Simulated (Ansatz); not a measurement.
**Ga3B: relaxing a made-up structure**

This structure for Ga3B is made up. Its elements were placed in a known structure type with a cell scaled to their sizes. What cell does the guess relax to, and how far off was it?

Main program and level: Ansatz 0.2.0; DFT, PBE, plane-wave PAW, files of the set soft_1, scalar-relativistic, no spin, cell and ions relaxed at zero pressure; PAW set soft_1.

### Step 1. The structure

Symmetry: Pm-3n, No. 223, cubic system. The conventional cell has a = 4.782 Å, b = 4.782 Å, c = 4.782 Å, α = 90.00°, β = 90.00°, γ = 90.00°. Nearest to Ga lie 2 Ga at 2.39 Å and 4 B at 2.67 Å. Nearest to B lie 12 Ga at 2.67 Å. Farther neighbours are not listed.

As a file:

```cif
data_structure
_symmetry_space_group_name_H-M 'P 1'
_symmetry_Int_Tables_number 1
_cell_length_a 4.7820
_cell_length_b 4.7820
_cell_length_c 4.7820
_cell_angle_alpha 90.000
_cell_angle_beta 90.000
_cell_angle_gamma 90.000
_cell_volume 109.35
loop_
_atom_site_label
_atom_site_type_symbol
_atom_site_fract_x
_atom_site_fract_y
_atom_site_fract_z
_atom_site_occupancy
Ga1 Ga 0.50000 0.25000 0.00000 1
Ga2 Ga 0.50000 0.75000 0.00000 1
Ga3 Ga 0.00000 0.50000 0.75000 1
Ga4 Ga 0.00000 0.50000 0.25000 1
Ga5 Ga 0.75000 0.00000 0.50000 1
Ga6 Ga 0.25000 0.00000 0.50000 1
B7 B 0.50000 0.50000 0.50000 1
B8 B 0.00000 0.00000 0.00000 1
```

### Step 2. Relaxation of the guess

The guess takes its coordinates from another compound and its volume from a rule, so the cell and any free coordinates are relaxed together.

Contents of input.yaml:

```yaml
crystal:
  lattice:
    - [4.782, 0.0, 0.0]
    - [0.0, 4.782, 0.0]
    - [0.0, 0.0, 4.782]
  atoms:
    - { symbol: Ga, position: [0.5, 0.25, 0.0] }
    - { symbol: Ga, position: [0.5, 0.75, 0.0] }
    - { symbol: Ga, position: [0.0, 0.5, 0.75] }
    - { symbol: Ga, position: [0.0, 0.5, 0.25] }
    - { symbol: Ga, position: [0.75, 0.0, 0.5] }
    - { symbol: Ga, position: [0.25, 0.0, 0.5] }
    - { symbol: B, position: [0.5, 0.5, 0.5] }
    - { symbol: B, position: [0.0, 0.0, 0.0] }
kpoints:
  mp_grid: { grid: [6, 6, 6] }
scf:
  occupations: { method: fermi_dirac, width: 0.05 }
hamiltonian:
  xc: pbe
  pseudopotentials: { kind: paw, azcp: { folder: soft_1 } }
relax:
  f_tol: 0.015
  max_steps: 70
  cell: {}
output:
  forces: true
  stress: true
```

Launch:

```console
ansatz run input.yaml --threads 4 --pin off --max-ram 10240MiB --backend cpu --events-out ev --progress --plain --runs-dir out
```

Numbers of over 12 decimals in the logs are rounded to 6 here.

What it wrote:

```text
Engine: ansatz 0.2.0, aarch64-unknown-linux-gnu
Pseudopotentials: kind: paw
Pseudopotential: Ga, paw, valence charge 13, recommended cutoff 420 eV (normal), soft_1/Ga.paw.azcp
Pseudopotential: B, paw, valence charge 3, recommended cutoff 420 eV (normal), soft_1/B.paw.azcp
Functional definition: PBE
  parameter kappa = 0.804
  parameter beta = 0.066725
  exchange = pbe_x(kappa = kappa, mu = beta*pi^2/3)
  correlation = pbe_c(beta = beta)
Crystal: 8 atoms, lattice volume = 109.352 Å³
Basis set: ecut = 420 eV, 2103 PW (Γ), exchange–correlation on 64×64×64 points (8 copies of the dense FFT grid, shifted against one another)
Bands: 51, of which v1, the nominal top of the filled ones, is band 42 counted from 1 (41 counted from 0)
Symmetry: 48 space group operations
Space group: Pm-3n (ITA 223), of the structure as read, at distance tolerance 4.8e-5 Å
k-points: 20 of 216
Non-local potential: Ga, projectors of the file, l = 0: 2, l = 1: 2, l = 2: 3, l = 3: 1
Non-local potential: B, projectors of the file, l = 0: 2, l = 1: 2, l = 2: 1
PAW form: soft (Blöchl's): semilocal exchange-correlation on the pseudo side does not see the compensation charge
PAW one-centre angular grid: Ga, 590 points (default); XC on 64 Gauss nodes
PAW one-centre angular grid: B, 110 points (default); XC on 64 Gauss nodes
Initial density: superposition of atomic densities (chi_scale 0.1, normalization cell, long waves kept (reshape's long-wave potential 0.00 eV rms))
Initial wavefunctions: pseudopotential atomic-orbital guess
Functional: x = pbe(κ = 0.804, μ = 0.219515), c = pbe(β = 0.066725)
SCF iter   1: F=—  HF=-23003.358846 eV  |F-HF|=—  |Δ(HF+E_count)|=         —  Δρ=3.25e-2  dr2=1.56e0  ethr=3.10e-3  ⟨swp⟩=5.8  Hψ=3204  notcnv=0  defer=2
preconditioner: auto → Kerker (q_TF=auto, 2.611 Å⁻¹)  [metal: Δε(μ)=0.045 eV  Ē_g=14.455 eV  σ=0.050 eV  W_gap=0.22  n_scr=26 (ndim 8)  ℏωp=32.5 eV  f_vac=0.000  D(μ)=6.03/eV (n_scr^D=56)]
SCF iter   2: F=—  HF=-23003.033198 eV  |F-HF|=—  |Δ(HF+E_count)|=   3.26e-1  Δρ=2.13e-2  dr2=3.70e-1  ethr=1.86e-3  ⟨swp⟩=3.0  Hψ=2126  notcnv=0  defer=34
SCF iter   3: F=—  HF=-23003.007078 eV  |F-HF|=—  |Δ(HF+E_count)|=   2.61e-2  Δρ=7.79e-3  dr2=6.73e-2  ethr=4.40e-4  ⟨swp⟩=2.0  Hψ=1996  notcnv=0  defer=34
SCF iter   4: F=—  HF=-23002.987079 eV  |F-HF|=—  |Δ(HF+E_count)|=   2.00e-2  Δρ=2.83e-3  dr2=5.46e-3  ethr=8.01e-5  ⟨swp⟩=2.0  Hψ=1972  notcnv=0  defer=34
SCF iter   5: F=—  HF=-23002.986885 eV  |F-HF|=—  |Δ(HF+E_count)|=   1.94e-4  Δρ=3.55e-4  dr2=8.74e-5  ethr=6.50e-6  ⟨swp⟩=2.8  Hψ=1825  notcnv=0  defer=34
SCF iter   6: F=—  HF=-23002.986796 eV  |F-HF|=—  |Δ(HF+E_count)|=   8.94e-5  Δρ=8.45e-5  dr2=4.32e-6  ethr=1.04e-7  ⟨swp⟩=2.0  Hψ=1846  notcnv=0  defer=34
SCF iter   7: F=—  HF=-23002.986797 eV  |F-HF|=—  |Δ(HF+E_count)|=   6.93e-7  Δρ=1.79e-5  dr2=2.75e-7  ethr=5.14e-9  ⟨swp⟩=1.9  Hψ=1116  notcnv=0  defer=34
SCF iter   8: F=-23002.986797 eV  HF=-23002.986797 eV  |F-HF|=3.77e-9  |Δ(HF+E_count)|=   7.83e-8  Δρ=3.82e-6  dr2=8.74e-9  ethr=1.19e-10  ⟨swp⟩=4.2  Hψ=3633  notcnv=0
SCF 1 converged in 8 iterations: F = -23002.986797 eV  dr2 = 8.74e-9
  greatest PAW one-centre occupation: 0.995 electrons in one spin orbital (limit 2), on the Ga atom at site 5 (counted from 0), in its partial waves of l = 2
relax step   1: F+E_penalty+E_count = -23002.98679659 eV  Δ(F+E_penalty+E_count) = +0.000e0 eV  max|allowed force component| = 6.672e-18 eV/Å  Δτ_max = 0.0000 Å  P = +13.838 GPa  Ω = 109.352 Å³  (8 SCF iters, dr2 threshold 1.00e-7 eV, accepted)
Crystal: 8 atoms, lattice volume = 123.939 Å³
Basis set: ecut = 420 eV, 2469 PW (Γ), exchange–correlation on 64×64×64 points (8 copies of the dense FFT grid, shifted against one another)
Initial density: handed on by an earlier stage of this run
Initial wavefunctions: those handed on with the density
iter 1 solved again at ethr=1.25e-4 eV; its pass at ethr=3.10e-3 eV (dr2=1.05e-1 eV) is discarded
SCF iter   1: F=—  HF=-23003.667678 eV  |F-HF|=—  |Δ(HF+E_count)|=         —  Δρ=6.86e-3  dr2=1.06e-1  ethr=1.25e-4  ⟨swp⟩=1.5  Hψ=5590  notcnv=0
preconditioner: auto → Kerker (q_TF=auto, 2.557 Å⁻¹)  [metal: Δε(μ)=0.021 eV  Ē_g=14.811 eV  σ=0.050 eV  W_gap=0.10  n_scr=32 (ndim 8)  ℏωp=30.6 eV  f_vac=0.000  D(μ)=5.11/eV (n_scr^D=32)]
SCF iter   2: F=—  HF=-23003.648032 eV  |F-HF|=—  |Δ(HF+E_count)|=   1.96e-2  Δρ=3.66e-3  dr2=2.32e-2  ethr=1.25e-4  ⟨swp⟩=2.0  Hψ=1295  notcnv=0
SCF iter   3: F=—  HF=-23003.644674 eV  |F-HF|=—  |Δ(HF+E_count)|=   3.36e-3  Δρ=9.48e-4  dr2=1.15e-3  ethr=2.76e-5  ⟨swp⟩=3.0  Hψ=1965  notcnv=0
SCF iter   4: F=—  HF=-23003.644162 eV  |F-HF|=—  |Δ(HF+E_count)|=   5.13e-4  Δρ=6.22e-4  dr2=3.27e-4  ethr=1.37e-6  ⟨swp⟩=2.0  Hψ=1825  notcnv=0
SCF iter   5: F=—  HF=-23003.644259 eV  |F-HF|=—  |Δ(HF+E_count)|=   9.77e-5  Δρ=8.41e-5  dr2=1.22e-5  ethr=3.89e-7  ⟨swp⟩=2.0  Hψ=1847  notcnv=0
SCF iter   6: F=-23003.644258 eV  HF=-23003.644258 eV  |F-HF|=8.81e-8  |Δ(HF+E_count)|=   1.60e-6  Δρ=1.62e-5  dr2=2.49e-7  ethr=9.52e-10  ⟨swp⟩=3.6  Hψ=4328  notcnv=0
SCF 2 converged in 6 iterations: F = -23003.644258 eV  dr2 = 2.49e-7
relax step   2: F+E_penalty+E_count = -23003.64425796 eV  Δ(F+E_penalty+E_count) = -6.575e-1 eV  max|allowed force component| = 7.083e-18 eV/Å  Δτ_max = 0.0000 Å  P = +2.040 GPa  Ω = 123.939 Å³  energy of the carried Pulay correction = -6.465e-3 eV  (6 SCF iters, dr2 threshold 8.00e-7 eV, accepted)
Crystal: 8 atoms, lattice volume = 126.864 Å³
Basis set: ecut = 420 eV, 2517 PW (Γ), exchange–correlation on 64×64×64 points (8 copies of the dense FFT grid, shifted against one another)
iter 1 solved again at ethr=2.89e-6 eV; its pass at ethr=3.10e-3 eV (dr2=2.43e-3 eV) is discarded
SCF iter   1: F=—  HF=-23003.666109 eV  |F-HF|=—  |Δ(HF+E_count)|=         —  Δρ=1.19e-3  dr2=3.02e-3  ethr=2.89e-6  ⟨swp⟩=2.2  Hψ=5104  notcnv=0
preconditioner: auto → Kerker (q_TF=auto, 2.547 Å⁻¹)  [metal: Δε(μ)=0.021 eV  Ē_g=14.631 eV  σ=0.050 eV  W_gap=0.10  n_scr=32 (ndim 8)  ℏωp=30.2 eV  f_vac=0.000  D(μ)=5.35/eV (n_scr^D=32)]
SCF iter   2: F=—  HF=-23003.665541 eV  |F-HF|=—  |Δ(HF+E_count)|=   5.68e-4  Δρ=6.47e-4  dr2=6.38e-4  ethr=2.89e-6  ⟨swp⟩=1.9  Hψ=1123  notcnv=0
SCF iter   3: F=—  HF=-23003.665616 eV  |F-HF|=—  |Δ(HF+E_count)|=   7.45e-5  Δρ=1.85e-4  dr2=4.75e-5  ethr=7.59e-7  ⟨swp⟩=2.0  Hψ=1853  notcnv=0
SCF iter   4: F=—  HF=-23003.665589 eV  |F-HF|=—  |Δ(HF+E_count)|=   2.67e-5  Δρ=1.08e-4  dr2=1.22e-5  ethr=5.65e-8  ⟨swp⟩=2.0  Hψ=1844  notcnv=0
SCF iter   5: F=-23003.665588 eV  HF=-23003.665588 eV  |F-HF|=2.91e-7  |Δ(HF+E_count)|=   5.65e-7  Δρ=1.92e-5  dr2=2.62e-7  ethr=9.52e-10  ⟨swp⟩=3.1  Hψ=4644  notcnv=0
SCF 3 converged in 5 iterations: F = -23003.665588 eV  dr2 = 2.62e-7
relax step   3: F+E_penalty+E_count = -23003.66558805 eV  Δ(F+E_penalty+E_count) = -2.133e-2 eV  max|allowed force component| = 6.369e-18 eV/Å  Δτ_max = 0.0000 Å  P = +0.462 GPa  Ω = 126.864 Å³  energy of the carried Pulay correction = -7.665e-3 eV  (5 SCF iters, dr2 threshold 8.00e-7 eV, accepted)
Crystal: 8 atoms, lattice volume = 127.747 Å³
iter 1 solved again at ethr=6.97e-7 eV; its pass at ethr=3.10e-3 eV (dr2=5.85e-4 eV) is discarded
SCF iter   1: F=—  HF=-23003.666440 eV  |F-HF|=—  |Δ(HF+E_count)|=         —  Δρ=3.58e-4  dr2=2.64e-4  ethr=6.97e-7  ⟨swp⟩=2.9  Hψ=4882  notcnv=0
preconditioner: auto → Kerker (q_TF=auto, 2.544 Å⁻¹)  [metal: Δε(μ)=0.017 eV  Ē_g=14.592 eV  σ=0.050 eV  W_gap=0.09  n_scr=32 (ndim 8)  ℏωp=30.1 eV  f_vac=0.000  D(μ)=5.39/eV (n_scr^D=32)]
SCF iter   2: F=—  HF=-23003.666573 eV  |F-HF|=—  |Δ(HF+E_count)|=   1.33e-4  Δρ=1.94e-4  dr2=5.76e-5  ethr=3.14e-7  ⟨swp⟩=1.9  Hψ=1108  notcnv=0
SCF iter   3: F=—  HF=-23003.666565 eV  |F-HF|=—  |Δ(HF+E_count)|=   8.40e-6  Δρ=5.11e-5  dr2=3.51e-6  ethr=6.86e-8  ⟨swp⟩=2.2  Hψ=1831  notcnv=0
SCF iter   4: F=—  HF=-23003.666563 eV  |F-HF|=—  |Δ(HF+E_count)|=   1.73e-6  Δρ=3.17e-5  dr2=9.91e-7  ethr=6.36e-10  ⟨swp⟩=5.0  Hψ=4446  notcnv=0
SCF iter   5: F=-23003.666563 eV  HF=-23003.666563 eV  |F-HF|=1.15e-8  |Δ(HF+E_count)|=   8.23e-8  Δρ=5.22e-6  dr2=3.07e-8  ethr=6.36e-10  ⟨swp⟩=4.2  Hψ=3613  notcnv=0
SCF 4 converged in 5 iterations: F = -23003.666563 eV  dr2 = 3.07e-8
  greatest PAW one-centre occupation: 0.995 electrons in one spin orbital (limit 2), on the Ga atom at site 3 (counted from 0), in its partial waves of l = 2
relax step   4: F+E_penalty+E_count = -23003.66656270 eV  Δ(F+E_penalty+E_count) = -9.747e-4 eV  max|allowed force component| = 4.734e-18 eV/Å  Δτ_max = 0.0000 Å  P = +0.024 GPa  Ω = 127.747 Å³  energy of the carried Pulay correction = -8.022e-3 eV  (5 SCF iters, dr2 threshold 5.35e-7 eV, accepted)
Basis set: ecut = 420 eV, 2517 PW (Γ), exchange–correlation on 72×72×72 points (8 copies of the dense FFT grid, shifted against one another)
Initial wavefunctions: pseudopotential atomic-orbital guess (no wavefunctions were taken with the density)
iter 1 solved again at ethr=9.12e-7 eV; its pass at ethr=3.10e-3 eV (dr2=7.66e-4 eV) is discarded
SCF iter   1: F=—  HF=-23003.662674 eV  |F-HF|=—  |Δ(HF+E_count)|=         —  Δρ=1.58e-3  dr2=8.25e-5  ethr=9.12e-7  ⟨swp⟩=2.1  Hψ=5302  notcnv=0
preconditioner: auto → Kerker (q_TF=auto, 2.544 Å⁻¹)  [metal: Δε(μ)=0.019 eV  Ē_g=14.587 eV  σ=0.050 eV  W_gap=0.09  n_scr=32 (ndim 8)  ℏωp=30.1 eV  f_vac=0.000  D(μ)=5.40/eV (n_scr^D=32)]
SCF iter   2: F=—  HF=-23003.670904 eV  |F-HF|=—  |Δ(HF+E_count)|=   8.23e-3  Δρ=8.19e-4  dr2=3.55e-5  ethr=9.82e-8  ⟨swp⟩=2.0  Hψ=1775  notcnv=0
SCF iter   3: F=—  HF=-23003.673685 eV  |F-HF|=—  |Δ(HF+E_count)|=   2.78e-3  Δρ=1.59e-4  dr2=8.89e-7  ethr=4.22e-8  ⟨swp⟩=2.0  Hψ=1789  notcnv=0
SCF iter   4: F=—  HF=-23003.673791 eV  |F-HF|=—  |Δ(HF+E_count)|=   1.06e-4  Δρ=3.33e-5  dr2=1.68e-7  ethr=1.06e-9  ⟨swp⟩=2.0  Hψ=1857  notcnv=0
SCF iter   5: F=—  HF=-23003.673796 eV  |F-HF|=—  |Δ(HF+E_count)|=   4.44e-6  Δρ=4.12e-6  dr2=1.11e-8  ethr=2.00e-10  ⟨swp⟩=2.0  Hψ=1847  notcnv=0
SCF iter   6: F=—  HF=-23003.673796 eV  |F-HF|=—  |Δ(HF+E_count)|=   1.56e-8  Δρ=1.76e-6  dr2=7.53e-10  ethr=1.32e-11  ⟨swp⟩=2.0  Hψ=1861  notcnv=0
SCF iter   7: F=-23003.673796 eV  HF=-23003.673796 eV  |F-HF|=1.82e-11  |Δ(HF+E_count)|=   9.23e-9  Δρ=1.98e-7  dr2=5.61e-11  ethr=1.00e-12  ⟨swp⟩=4.0  Hψ=3618  notcnv=0
SCF 5 converged in 7 iterations: F = -23003.673796 eV  dr2 = 5.61e-11
relax step   5: F+E_penalty+E_count = -23003.67379572 eV  Δ(F+E_penalty+E_count) = -7.233e-3 eV  max|allowed force component| = 5.684e-18 eV/Å  Δτ_max = 0.0000 Å  P = +0.023 GPa  Ω = 127.747 Å³  stress off target by 2.27e-2 GPa  SCF on the basis re-selected at this cell (its energy is not comparable with the rows above)  (7 SCF iters)
basis re-selected at this cell: Δ(F+E_penalty+E_count) = -7.233e-3 eV, ΔP = -0.001 GPa vs the last step (what re-selecting the basis moved, of the pressure what is left beyond the Pulay correction that the steps carried, after the strain that the cell walked since its last selection, with what the two solves' SCF thresholds leave and, on support functions, any second-order correction that the steps lacked; it is no measure of the basis error at this ecutwfc). The dense FFT grid was sized anew with the basis: this SCF ran on 36×36×36 points, the steps before it on 32×32×32, so part of this shift can come from that change (see relax.cell in the input reference). [rest of the remark cut]
SCF converged after 7 iterations
Free energy (F): -23003.673796 eV
Harris-Foulkes:  -23003.673796 eV  (|F-HF|=1.82e-11)
Internal energy: -23003.631159 eV  (E = F + TS)
E sigma→0 (E₀):  -23003.652477 eV
Entropy (-TS):   -0.042637 eV (-5.330 meV/atom)
Fermi energy:    9.832215 eV
--- Per-component energies (eV) ---
  E_band       = -182.868714
  E_kinetic    = 741.557260
  E_local      = -7981.881361  (includes V_loc(G=0)·N_el)
  E_nonlocal   = -557.745559
  E_hartree    = 5203.857204
  E_xc         = -442.450411
  E_vxc        = -407.854055  (∫ρ·V_xc dr)
  E_paw        = -12070.793888  (= ΣΔE_a)
  E_vpaw       = -2384.657800  (= ΣTr[D̂ρ^β])
  E_aug_tail   = -0.001395  (compensation charges beyond the density's cutoff)
  E_ewald      = -7896.173009
  E_smearing   = -0.042637  (= −TS)
  E_closure    = -0.000000  (closes the sum)
  Σ components = -23003.673796   (vs F -23003.673796, Δ=0.00e0)
--- Forces (eV/Å), atoms counted from 1 ---
  atom   1  Ga     0.00000000     0.00000000     0.00000000
  atom   2  Ga    -0.00000000    -0.00000000    -0.00000000
  atom   3  Ga     0.00000000     0.00000000    -0.00000000
  atom   4  Ga    -0.00000000    -0.00000000     0.00000000
  atom   5  Ga    -0.00000000     0.00000000     0.00000000
  atom   6  Ga    -0.00000000    -0.00000000    -0.00000000
  atom   7  B     -0.00000000    -0.00000000     0.00000000
  atom   8  B     -0.00000000    -0.00000000     0.00000000
  max |Σ_I F_I| component: 5.42e-18 eV/Å
--- Stress (GPa, compression-positive) ---
        0.022707      -0.000000      -0.000000
        0.000000       0.022707      -0.000000
       -0.000000      -0.000000       0.022707
  P = ⅓ Tr σ = 0.0227 GPa (0.227 kbar)
--- Relaxed structure (4 steps of the walk, 4 accepted, 1 SCFs on fresh bases) ---
  F+E_penalty+E_count = -23003.67379572 eV   max|allowed force component| = 5.684e-18 eV/Å   (the final SCF, on the basis selected at the relaxed cell)
  cell:  # Å, volume = 127.7467 Å³
    - [5.036358, 0, 0]
    - [0, 5.036358, 0.0]
    - [0, 0.0, 5.036358]
  atoms:
    - { symbol: Ga, position: [0.5, 0.25, 0] }
    - { symbol: Ga, position: [0.5, 0.75, 0] }
    - { symbol: Ga, position: [0, 0.5, 0.75] }
    - { symbol: Ga, position: [0, 0.5, 0.25] }
    - { symbol: Ga, position: [0.75, 0, 0.5] }
    - { symbol: Ga, position: [0.25, 0, 0.5] }
    - { symbol: B, position: [0.5, 0.5, 0.5] }
    - { symbol: B, position: [0, 0, 0] }
```

Wall time 9.4 s (4 threads of Arm Neoverse V1, shared host); peak memory 0.52 GiB; 35 s of CPU time.

Relaxation path:

```csv
step,energy less that of the first step (eV),largest force component (eV/Å),pressure (GPa),volume (Å³)
1,0.0000,0.0000,13.84,109.35
2,-0.6575,0.0000,2.04,123.94
3,-0.6788,0.0000,0.46,126.86
4,-0.6798,0.0000,0.02,127.75
5*,-0.6870,0.0000,0.02,127.75
```

Relaxation steps marked * repeat the geometry before them on a plane-wave basis chosen anew for their cell, so energy and pressure can jump there.

Forces are held to the 48 operations that the run works with; a distortion that breaks them can't arise in this run.

```csv
"conventional cell, symmetrised",before,after,change
a (Å),4.782,5.036,+5.3 %
b (Å),4.782,5.036,+5.3 %
c (Å),4.782,5.036,+5.3 %
volume (Å³/atom),13.67,15.97,+16.8 %
```

Final coordinates:

```xyz
8
Lattice="5.0364 0.0000 0.0000 0.0000 5.0364 0.0000 0.0000 0.0000 5.0364" Properties=species:S:1:pos:R:3 pbc="T T T"
Ga    2.5182    1.2591    0.0000
Ga    2.5182    3.7773    0.0000
Ga    0.0000    2.5182    3.7773
Ga    0.0000    2.5182    1.2591
Ga    3.7773    0.0000    2.5182
Ga    1.2591    0.0000    2.5182
B     2.5182    2.5182    2.5182
B     0.0000    0.0000    0.0000
```

Numbers from this step:

```
free energy             : -23003.6738 eV
energy at zero smearing : -23003.6525 eV
smearing term TS        : 0.04264 eV
Fermi energy            : 9.832 eV
electrons               : 84
symmetry operations     : 48
pressure                : 0.02271 GPa
```

Shortest distances by pair of elements, guess and relaxed (not always the same contact):

```csv
pair,guess (Å),relaxed (Å)
Ga–Ga,2.391,2.518
B–Ga,2.673,2.815
B–B,4.141,4.362
```

The relaxation ends with a pressure of 0.02 GPa.

### Step 3. Summary of results

| Property | Result |
| --- | --- |
| space group, relaxed | Pm-3n |
| conventional cell | a = 5.036, b = 5.036, c = 5.036 Å; α = 90.0°, β = 90.0°, γ = 90.0° |
| volume per atom | 15.97 Å³ (guess 13.67) |

What this shows: Ga3B relaxes to Pm-3n with a = 5.036, b = 5.036 and c = 5.036 Å. The guessed volume was 14 % too small. The space group Pm-3n was held in the relaxation, so the end point is a stationary structure within it and may be a saddle against distortions or other arrangements. Mesh and cutoff weren't tested. No dispersion term is used, so weakly bound directions may come out too long. Nothing here tests whether the compound is stable against decomposition.

[Logs are printed without paths, hosts, clocks, repeated set-up lines and the standing remarks that a program may print on its own settings, such as how far it seeks lower states.]

[Hosts, paths, dates, database ids (printed as entryN), source tags and the programs' standing remarks are cut or masked in the printed files.]
